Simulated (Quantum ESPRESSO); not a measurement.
Consider Cu3AsS4 (P-43m).

```cif
data_structure
_symmetry_space_group_name_H-M 'P 1'
_symmetry_Int_Tables_number 1
_cell_length_a 5.2592
_cell_length_b 5.2592
_cell_length_c 5.2592
_cell_angle_alpha 90.000
_cell_angle_beta 90.000
_cell_angle_gamma 90.000
_cell_volume 145.47
loop_
_atom_site_label
_atom_site_type_symbol
_atom_site_fract_x
_atom_site_fract_y
_atom_site_fract_z
_atom_site_occupancy
As1 As 0.00000 0.00000 0.00000 1
Cu2 Cu 0.50000 0.00000 0.50000 1
Cu3 Cu 0.50000 0.50000 0.00000 1
Cu4 Cu 0.00000 0.50000 0.50000 1
S5 S 0.25268 0.25268 0.25268 1
S6 S 0.74732 0.25268 0.74732 1
S7 S 0.74732 0.74732 0.25268 1
S8 S 0.25268 0.74732 0.74732 1
```

Absorber: atom 2, with 4 S at 2.27 Å (tetrahedral, site symmetry -42m). Method: Quantum ESPRESSO XSpectra, PBEsol, excited-electron core hole (neutral cell), 16-atom cell with 7.4 Å between holes, 5×5×5 k points, dipole transitions, Lorentzian half width 0.78 eV up to 4 eV, rising linearly to 1.75 eV at 25 eV (not a setting of the program: the run's 0.4 eV curve was folded afterwards with a further Lorentzian).

Where do the maxima of the Cu K edge fall?

Main maxima up to 30 eV above the zero (height): 6.8 eV (1.24) and 19.0 eV (1.29). A K edge sees empty p states on the absorber. The total-energy difference is 9005.41 eV. One term is added: -29.93 eV, since the hole is spin-paired here and a spin-polarised one costs that much less in the free atom (computed apart). The photon energy is then 8975.48 eV. The tabulated edge of the element is 8979 eV. The functional leaves an error in such absolute values: in the free atom PBEsol prices this hole 8.5 eV below PBE (computed apart), and PBE is itself good to a few eV.

The Cu K spectrum (energy from the energy zero of the input (xe0, at the border of filled and empty states); intensity scaled to a mean of 1 over the first 20 eV; folded afterwards to Lorentzian half width 0.78 eV up to 4 eV, rising linearly to 1.75 eV at 25 eV; the points at xe0, where the cut of filled states can leave a spike, are interpolated):

```csv
E (eV),intensity
-2.0,0.08
-1.0,0.10
0.0,0.16
1.0,0.24
2.0,0.36
3.0,0.48
4.0,0.82
5.0,1.09
6.0,1.17
7.0,1.23
8.0,1.12
9.0,1.04
10.0,1.05
11.0,1.09
12.0,1.12
13.0,1.15
14.0,1.19
15.0,1.21
16.0,1.21
17.0,1.22
18.0,1.27
19.0,1.29
20.0,1.27
21.0,1.25
22.0,1.21
23.0,1.17
24.0,1.17
25.0,1.17
26.0,1.16
27.0,1.19
28.0,1.25
29.0,1.31
30.0,1.39
31.0,1.43
32.0,1.39
```

The unit cell's mesh shows no gap over 0.35 eV. That is right for a metallic compound; for a small-gap or correlated insulator it would be the fault of the functional or of the assumed magnetic order, and the hole would be screened too well. Lifetime broadening is put in by hand, and intensities beyond about 20 eV depend on it and on the partial waves. The structure is a computed Materials Project entry and may be a hypothetical form.

[Banner, clock and machine lines of the logs are left out without a mark of their own.]

[Logs are printed without paths, hosts, clocks, repeated set-up lines and the standing remarks that a program may print on its own settings, such as how far it seeks lower states.]

[Hosts, paths, dates, database ids (printed as entryN), source tags and the programs' standing remarks are cut or masked in the printed files.]

[Lists of maxima count a maximum above −3 eV only where it reaches 4 % of the highest in the window and stands out from its surroundings by 2 % of it (1.5 % where it reaches 55 %); shoulders and weaker maxima are passed over, and of the rest the first, up to two pre-edge ones and the few strongest are named.]
